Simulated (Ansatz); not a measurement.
# From PBEsol to G0W0: GeH6CI3N (CH3NH3GeI3)

Aim: the quasiparticle gap of GeH6CI3N (CH3NH3GeI3), starting from PBEsol.

Program: Ansatz 0.2.0. Level of theory: PBEsol, then G0W0 on it, plane waves, PAW. Results are calculated unless marked as measured.

Report form: the programs' logs are mostly left out.

The structure was built from a prototype and need not be the compound's stable phase.

In doubt: masses and optical values from hybrid runs of this build are listed as unsure (in some of the runs), which bears on the screening that GW takes from such a start.

## Step 1: Set-up

The cell holds 12 atoms: 1 C, 1 N, 6 H, 1 Ge and 3 I. Its edges and angles: a = 5.874 Å, b = 5.946 Å, c = 5.868 Å, α = 88.1°, β = 88.7°, γ = 84.4°.

Structure file:

```cif
data_structure
_symmetry_space_group_name_H-M 'P1'
_symmetry_Int_Tables_number 1
_cell_length_a 5.8684
_cell_length_b 5.8743
_cell_length_c 5.9463
_cell_angle_alpha 84.398
_cell_angle_beta 88.102
_cell_angle_gamma 88.661
_cell_volume 203.85
loop_
_atom_site_label
_atom_site_type_symbol
_atom_site_symmetry_multiplicity
_atom_site_Wyckoff_symbol
_atom_site_fract_x
_atom_site_fract_y
_atom_site_fract_z
_atom_site_occupancy
C1 C 1 a 0.98312 0.92692 0.91465 1
N1 N 1 a 0.00989 0.07814 0.09607 1
H1 H 1 a 0.96200 0.03352 0.75406 1
H2 H 1 a 0.86650 0.18424 0.11247 1
H3 H 1 a 0.83171 0.82205 0.95459 1
H4 H 1 a 0.03333 0.98347 0.25080 1
H5 H 1 a 0.13584 0.81622 0.90438 1
H6 H 1 a 0.15098 0.18356 0.06520 1
Ge1 Ge 1 a 0.53166 0.51835 0.51675 1
I1 I 1 a 0.00104 0.51333 0.47096 1
I2 I 1 a 0.50189 0.44601 0.98341 1
I3 I 1 a 0.49175 0.98436 0.47587 1
```

The structure was relaxed with PBEsol-D3(BJ). The runs that relaxed it are not among those shown. Spin-orbit coupling is left out unless a step names it. The default PAW set here is soft_2. Its files were made with PBE.

## Step 2: Bands along the symmetry lines

Levels along a band path and on the mesh show where this functional puts the band edges.

This step: DFT, PBEsol, plane waves, PAW.

input.yaml

```yaml
crystal:
  lattice:
    - [5.8668316077, 0.2883030652, 0.0662740025]
    - [0.2883030652, 5.9385653728, 0.0962838686]
    - [0.0662740025, 0.0962838686, 5.8672506988]
  atoms:
    - { symbol: C, position: [0.9269170889, 0.9146527793, 0.9831184323] }
    - { symbol: "N", position: [0.0781424511, 0.0960660543, 0.0098946862] }
    - { symbol: H, position: [1.0335207602, 0.7540610316, 0.9619979637] }
    - { symbol: H, position: [0.1842379779, 1.1124707428, 0.8664981039] }
    - { symbol: H, position: [0.8220526717, -0.0454106832, 0.8317094623] }
    - { symbol: H, position: [-0.0165304885, 0.2508014888, 0.0333257572] }
    - { symbol: H, position: [0.8162231621, -0.0956235813, 0.1358389744] }
    - { symbol: H, position: [0.1835625679, 1.0652022878, 0.1509816534] }
    - { symbol: Ge, position: [0.518353722, 0.5167532441, 0.5316610556] }
    - { symbol: I, position: [0.5133267614, 0.4709631545, 0.0010423275] }
    - { symbol: I, position: [0.4460134129, -0.0165903174, 0.5018875215] }
    - { symbol: I, position: [-0.0156379097, 0.475868373, 0.4917495274] }
kpoints:
  mp_grid: { grid: [4, 4, 4] }
  band_path:
    path:
      - [[0.0, 0.0, 0.0], [0.5, 0.0, 0.0], [0.5, 0.5, 0.0], [0.0, 0.0, 0.0], [0.5, 0.5, 0.5], [0.5, 0.0, 0.0]]
      - [[0.5, 0.5, 0.0], [0.5, 0.5, 0.5]]
    npoints: 10
hamiltonian:
  xc: pbesol
scf:
  occupations: { method: fermi_dirac, width: 0.02 }
  n_extra_bands: 8
output:
  eigenvalues: true
  write_density: true
  write_potential: true
  elf: true
  volumetric_format: npy
```

Run with:

```console
> ansatz run input.yaml --threads 3 --pin off --max-ram 92160MiB --backend cuda --events-out ev --progress --plain --runs-dir out --devices 1 --max-vram 13GiB  # rebuilt from the run's record
```

It took 7.9 s on 1 × NVIDIA H100 80GB HBM3 (shared by 6 runs) with 3 threads of AMD EPYC 7R13 (Zen 3), shared host; peak memory 1.1 GiB; 13 s of CPU time.

This step gave:

```yaml
filled_bands: 40
gap: 0.8518 eV
valence_top_at: R
conduction_bottom_at: k = (0.500, 0.500, 0.450)
least_direct_gap: 0.8799 eV
```

Over mesh and path the gap is 0.852 eV, from k = (0.500, 0.500, 0.500) to k = (0.500, 0.500, 0.450). The least direct gap found is 0.880 eV, at k = (0.500, 0.500, 0.500). On the 4×4×4 mesh alone the same run gives 0.880 eV, so that mesh misses an edge of PBEsol: 0.880 − 0.852 = +0.028 eV.

The electronic bands at the labelled points (eV, zero at the top of the highest nominally filled band):

| point | band 37 | band 38 | band 39 | band 40 | band 41 | band 42 | band 43 | band 44 |
| --- | --- | --- | --- | --- | --- | --- | --- | --- |
| Γ | -1.71 | -1.68 | -1.57 | -1.33 | 3.01 | 3.46 | 3.97 | 4.10 |
| halfway | -1.84 | -1.71 | -1.61 | -1.52 | 3.22 | 3.61 | 3.79 | 4.26 |
| X | -2.07 | -1.80 | -1.61 | -0.97 | 1.70 | 3.82 | 3.94 | 4.62 |
| halfway | -1.96 | -1.77 | -1.41 | -0.83 | 1.53 | 3.05 | 4.24 | 4.41 |
| M | -2.10 | -1.97 | -0.95 | -0.53 | 1.25 | 1.62 | 4.49 | 4.60 |
| halfway | -1.86 | -1.74 | -1.47 | -1.17 | 2.83 | 3.26 | 3.63 | 4.24 |
| Γ | -1.71 | -1.68 | -1.57 | -1.33 | 3.01 | 3.46 | 3.97 | 4.10 |
| halfway | -1.86 | -1.46 | -1.31 | -1.18 | 2.69 | 2.96 | 3.31 | 3.92 |
| R | -1.26 | -1.03 | -1.00 | 0.00 | 0.88 | 0.97 | 1.22 | 3.77 |
| halfway | -1.63 | -1.42 | -1.37 | -0.78 | 1.39 | 2.84 | 3.13 | 4.26 |
| X | -2.07 | -1.80 | -1.61 | -0.97 | 1.70 | 3.82 | 3.94 | 4.62 |
| jump to M | -2.10 | -1.97 | -0.95 | -0.53 | 1.25 | 1.62 | 4.49 | 4.60 |
| halfway | -1.59 | -1.41 | -0.98 | -0.44 | 1.07 | 1.43 | 3.07 | 4.09 |
| R | -1.26 | -1.03 | -1.00 | 0.00 | 0.88 | 0.97 | 1.22 | 3.77 |

Electrostatic potential energy in the ab plane at fractional z = 0.001, with atoms of C and N and H and I within 0.2 Å of it. With pseudopotentials it is smooth inside the atoms' cores, unlike the true potential.

Ten even steps from '_' (-47 eV) to '@' (9 eV), each cell a mean:
```
==##%%@@@@@@@@@@@@@@@@@@@@++____
--%%@@@@@@@@@@@@@@@@@@@@@@++____
++%%@@@@@@@@@@@@@@@@@@@@@@%%==--
==**@@@@@@@@@@@@@@@@@@@@@@@@%%##
**##@@@@@@@@@@@@@@@@@@@@@@@@@@@@
@@@@@@@@@@@@%%##**##%%@@@@@@@@@@
@@@@@@@@@@%%********##@@@@@@@@@@
@@@@@@@@@@##**%%@@%%**%%@@@@@@@@
@@@@@@@@@@##**@@@@@@**##@@@@@@@@
@@@@@@@@@@%%****%%##**%%@@@@@@@@
%%@@@@@@@@@@%%******##@@@@@@@@##
==%%@@@@@@@@@@%%%%%%@@@@@@@@%%==
--==##%%@@@@@@@@@@@@@@@@@@@@%%**
..__::##@@@@@@@@@@@@@@@@@@@@@@##
..__..**@@@@@@@@@@@@@@@@@@@@%%##
==::==%%@@@@@@@@@@@@@@@@@@%%++++
```
Columns run along a (5.9 Å; values clipped at the 3rd and 97th percentile), rows up along b (5.9 Å). Atoms in or near the plane, at fractional coordinates: C at (0.93, 0.91), N at (0.08, 0.10), H at (0.98, 0.25), I at (0.51, 0.47).

ELF in the ab plane at fractional z = 0.001, with atoms of C and N and H and I within 0.2 Å of it. It is the smooth field of the valence electrons, not physical close to the nuclei.

Ten even steps from '0' (0.00) to '9' (0.99), each cell a mean:
```
6642100000036632
6510000000025632
9850001110003457
9971024553100259
9950157777520038
7610477777762004
1002676545775100
0003775223677300
0003775242577300
2001676434676201
8400377666775127
9730037777762059
9753003666520059
7356200122100027
6157400000001237
9666300000024547
```
Columns run along a (5.9 Å), rows up along b (5.9 Å). Atoms in or near the plane, at fractional coordinates: C at (0.93, 0.91), N at (0.08, 0.10), H at (0.98, 0.25), I at (0.51, 0.47).

## Step 3: The quasiparticle correction

G0W0 replaces the xc potential by a self-energy built once from the orbitals of the start. Levels are corrected in the window of bands that the input names, at points of the mesh.

This step: G0W0 on PBEsol, plane waves, PAW.

input.yaml: that of step 2 with these lines changed.

```diff
@@ -20,7 +20,2 @@
   mp_grid: { grid: [4, 4, 4] }
-  band_path:
-    path:
-      - [[0.0, 0.0, 0.0], [0.5, 0.0, 0.0], [0.5, 0.5, 0.0], [0.0, 0.0, 0.0], [0.5, 0.5, 0.5], [0.5, 0.0, 0.0]]
-      - [[0.5, 0.5, 0.0], [0.5, 0.5, 0.5]]
-    npoints: 10
 hamiltonian:
@@ -28,9 +23,8 @@
 scf:
-  occupations: { method: fermi_dirac, width: 0.02 }
-  n_extra_bands: 8
-output:
-  eigenvalues: true
-  write_density: true
-  write_potential: true
-  elf: true
-  volumetric_format: npy
+  occupations: { method: fixed }
+gw:
+  n_empty_bands: 850
+  ecut_chi: 150.0
+  qp_bands: [v4, c4]
+  qp_kpoints: band_edges
+  screening: { model: contour_deformation }
```

It took 6.7 min on 1 × NVIDIA H100 80GB HBM3 (shared by 6 runs) with 3 threads; peak memory 7.8 GiB; 11 min of CPU time.

This step gave:

```yaml
bands_summed: 890
rpa_eps_infinity_on_this_mesh_eigenvalues: 8.979, 11.63, 13.69
plane_waves_in_the_screening_matrix: 835
q_points_in_the_mesh: 64
g0w0_gap_over_the_corrected_points: 1.314 eV
k_of_the_valence_top: -0.5, -0.5, -0.5
k_of_the_conduction_bottom: -0.5, -0.5, -0.5
starting_gap_on_the_mesh: 0.8799 eV
z_at_the_valence_top: 0.7539
z_at_the_conduction_bottom: 0.7518
least_direct_g0w0_gap_over_the_corrected_points: 1.314 eV
```

Over 15 of 36 irreducible mesh points the G0W0 gap is 1.314 eV, direct, at k = (-0.500, -0.500, -0.500). The PBEsol gap of this run on the mesh is 0.880 eV. The two states that bound the G0W0 gap lie that far apart at the start, so the correction of the gap is 1.314 − 0.880 = +0.434 eV.

Labels follow the order of the start: v1 is the top filled band, c1 the lowest empty one; levels that stay degenerate share a row, the window can cut a multiplet, doubted levels are not marked in this list, bands outside the window were not corrected, and the list may be a part of the corrected levels. The levels before and after the correction (eV, zero at the valence-band top of each column):

|  | conduction bottom | valence top |
| --- | --- | --- |
| Kohn-Sham | 0.88 | 0.00 |
| G0W0 | 1.31 | 0.00 |

|  | level | occupation | energy (eV) |
| --- | --- | --- | --- |
| Kohn-Sham | (-0.5 -0.5 -0.5) v4 | 2 | -1.259 |
| Kohn-Sham | (-0.5 -0.5 -0.5) v3 | 2 | -1.028 |
| Kohn-Sham | (-0.5 -0.5 -0.5) v2 | 2 | -1.001 |
| Kohn-Sham | (-0.5 -0.5 -0.5) v1 | 2 | 0.000 |
| Kohn-Sham | (-0.5 -0.5 -0.5) c1 | 0 | 0.880 |
| Kohn-Sham | (-0.5 -0.5 -0.5) c2 | 0 | 0.971 |
| Kohn-Sham | (-0.5 -0.5 -0.5) c3 | 0 | 1.217 |
| Kohn-Sham | (-0.5 -0.5 -0.5) c4 | 0 | 3.773 |
| G0W0 | (-0.5 -0.5 -0.5) v4 | 2 | -1.732 |
| G0W0 | (-0.5 -0.5 -0.5) v3 | 2 | -1.485 |
| G0W0 | (-0.5 -0.5 -0.5) v2 | 2 | -1.469 |
| G0W0 | (-0.5 -0.5 -0.5) v1 | 2 | 0.000 |
| G0W0 | (-0.5 -0.5 -0.5) c1 | 0 | 1.314 |
| G0W0 | (-0.5 -0.5 -0.5) c2 | 0 | 1.503 |
| G0W0 | (-0.5 -0.5 -0.5) c3 | 0 | 1.750 |
| G0W0 | (-0.5 -0.5 -0.5) c4 | 0 | 4.548 |

The parts of the quasiparticle energy for the two states that bound the G0W0 gap, in eV on the run's own scale (QP = start + Σx + Σc − Vxc, with Σc at the quasiparticle energy):

| edge | k | band | start | Σx | Σc | Vxc | Z | QP |
| --- | --- | --- | --- | --- | --- | --- | --- | --- |
| valence top | (-0.500, -0.500, -0.500) | 40 | 4.934 | −15.650 | −0.020 | −15.300 | 0.754 | 4.564 |
| conduction bottom | (-0.500, -0.500, -0.500) | 41 | 5.814 | −9.424 | −3.188 | −12.677 | 0.752 | 5.878 |

## Step 4: Spin-orbit coupling

This run has two-component orbitals with spin-orbit coupling.

This step: DFT, PBEsol with spin-orbit coupling, plane waves, PAW.

input.yaml: that of step 3 with these lines changed.

```diff
@@ -20,2 +20,10 @@
   mp_grid: { grid: [4, 4, 4] }
+  band_path:
+    path:
+      - [0.0, 0.0, 0.0]
+      - [0.5, 0.0, 0.0]
+      - [0.5, 0.5, 0.0]
+      - [0.5, 0.5, 0.5]
+      - [0.5, 0.5, 0.45]
+    npoints: 1
 hamiltonian:
@@ -23,8 +31,8 @@
 scf:
-  occupations: { method: fixed }
-gw:
-  n_empty_bands: 850
-  ecut_chi: 150.0
-  qp_bands: [v4, c4]
-  qp_kpoints: band_edges
-  screening: { model: contour_deformation }
+  occupations: { method: fermi_dirac, width: 0.02 }
+  n_extra_bands: 16
+magnetization:
+  noncollinear: true
+  spin_orbit: true
+output:
+  eigenvalues: true
```

The job ended after 17 s (1 × NVIDIA H100 80GB HBM3 (shared by 6 runs) with 3 threads; peak memory 1.1 GiB; 24 s of CPU time).

This step gave:

```
gap                  : 0.7102 eV
valence top at       : R
conduction bottom at : k = (0.500, 0.500, 0.450)
least direct gap     : 0.7567 eV
```

Over mesh and listed points the gap is 0.710 eV, from k = (0.500, 0.500, 0.500) to k = (0.500, 0.500, 0.450). The least direct gap found is 0.757 eV, at k = (0.500, 0.500, 0.450). On the 4×4×4 mesh alone the same run gives 0.764 eV, so that mesh misses an edge of PBEsol+SOC: 0.764 − 0.710 = +0.054 eV. PBEsol+SOC against PBEsol: 0.710 − 0.852 = −0.142 eV, with the same mesh, set of files (read in its fully relativistic form for the spin-orbit run) and cutoff, and both edges at the same k points. The spin-orbit run sees mesh and listed points alone, so its gap is an upper bound: the coupling can move an edge off these points, the more so as this crystal has no centre of inversion, and the change over the zone, its sign included where it is small, is not known.

## Step 5: The runs together

Each gap is the least one over the points named; times are wall times on shared hosts, not benchmarks. A G0W0 time includes the run's own self-consistent start. Runs with listed points see these and the mesh alone, so an edge that moves elsewhere is missed. Rows marked * are further runs, not shown as steps, whose inputs differ from the G0W0 step on the same start in the columns given; solver thresholds can differ too. Symmetry makes (0.500, 0.500, 0.500) and (-0.500, -0.500, -0.500) one point.

| level | mesh | files, cutoff | bands summed, screening | points | gap (eV) | valence top | conduction bottom | least direct gap (eV) | time |
| --- | --- | --- | --- | --- | --- | --- | --- | --- | --- |
| PBEsol | 4×4×4 | soft_2 PAW, 420 eV | - | mesh and path | 0.852 | (0.500, 0.500, 0.500) | (0.500, 0.500, 0.450) | 0.880 | 7.9 s |
| PBEsol+SOC | 4×4×4 | soft_2 PAW, 420 eV | - | mesh and listed points | 0.710 | (0.500, 0.500, 0.500) | (0.500, 0.500, 0.450) | 0.757 | 17 s |
| G0W0@PBEsol* | 4×4×4 | soft_2 PAW, 420 eV | 255, 60 eV | 15 of 36 irreducible mesh points | 1.143 | (-0.500, -0.500, -0.500) | (-0.500, -0.500, -0.500) | 1.143 | 75 s |
| G0W0@PBEsol | 4×4×4 | soft_2 PAW, 420 eV | 890, 150 eV | 15 of 36 irreducible mesh points | 1.314 | (-0.500, -0.500, -0.500) | (-0.500, -0.500, -0.500) | 1.314 | 6.7 min |

## Step 6: What came out

```
PBEsol gap over mesh and path                         : 0.852 eV, from k = (0.500, 0.500, 0.500) to k = (0.500, 0.500, 0.450)
G0W0@PBEsol gap over 15 of 36 irreducible mesh points : 1.314 eV, direct, at k = (-0.500, -0.500, -0.500)
PBEsol+SOC gap over mesh and listed points            : 0.710 eV
GW settings                                           : 4×4×4 mesh, 850 empty bands, screening to 150 eV
known limits                                          : finite bands, screening cutoff and k mesh; no spin-orbit coupling in G0W0
```

**Reading.** Over 15 of 36 irreducible mesh points the G0W0 gap is 1.314 eV, direct, at k = (-0.500, -0.500, -0.500). The PBEsol gap of this run on the mesh is 0.880 eV. The two states that bound the G0W0 gap lie that far apart at the start, so the correction of the gap is 1.314 − 0.880 = +0.434 eV. The valence state moves by 4.564 − 4.934 = −0.370 eV and the conduction state by 5.878 − 5.814 = +0.064 eV, on the run's own scale; with 255 bands the edge states move by +0.143 and +0.406 eV, so the split between the edges depends on the bands and cutoff. Over mesh and path, PBEsol puts the conduction bottom at k = (0.500, 0.500, 0.450), where no G0W0 correction was computed. The G0W0 gap over the whole zone is therefore not known from this run; at its settings it can only be equal to or under the 1.314 eV found, and no correction is carried over from another point. For the start itself the gap is 0.852 eV over mesh and path and 0.880 eV on the mesh of the G0W0 run. From 255 bands and 60 eV to 890 bands and 150 eV the gap moves by 1.314 − 1.143 = +0.171 eV; bands and screening cutoff rise together, so their parts are not told apart. Two runs can't test a law of convergence, so the limit is not known. G0W0 on other starts in this series, not shown as steps and not all at these settings: 1.493 eV on HSE06 (4×4×4, soft_2 PAW, 435 bands, 90 eV). PBEsol+SOC against PBEsol: 0.710 − 0.852 = −0.142 eV, with the same mesh, set of files (read in its fully relativistic form for the spin-orbit run) and cutoff, and both edges at the same k points. The spin-orbit run sees mesh and listed points alone, so its gap is an upper bound: the coupling can move an edge off these points, the more so as this crystal has no centre of inversion, and the change over the zone, its sign included where it is small, is not known. What spin-orbit coupling does to the G0W0 levels was not computed, so no sum with the G0W0 gap is formed. The G0W0 runs are scalar-relativistic. No pair of G0W0 runs that differ in the mesh alone is shown (4×4×4 is a supercell whose nearest images lie 23 Å apart), so the error from the mesh is not known here. G0W0 is shown with one set of atomic data (soft_2 PAW), so the error from the files is not known here.

[Paths, hosts, dates, memory and timing lines, banners, echoed tables and standing remarks are left out of the program output.]

[Logs are printed without paths, hosts, clocks, repeated set-up lines and the standing remarks that a program may print on its own settings, such as how far it seeks lower states.]

[Runs of the session that timed out or met a known fault of the program may be left out.]

[Cells called generated may have been cut or substituted from an entry of the Crystallography Open Database or the Materials Project.]

[Hosts, paths, dates, database ids (printed as entryN), source tags and the programs' standing remarks are cut or masked in the printed files.]

[Where an RPA ε∞ is given, it is that of the G0W0 mesh and is not shown converged in it. Names of k-points follow the symmetry that the program found, which can be lower than the space group named. Band edges on a path are those of the sampled points; other points can move an edge, and change direct to indirect where valleys lie close.]

[Hybrid gaps are those of their k-mesh and are not shown converged in it.]
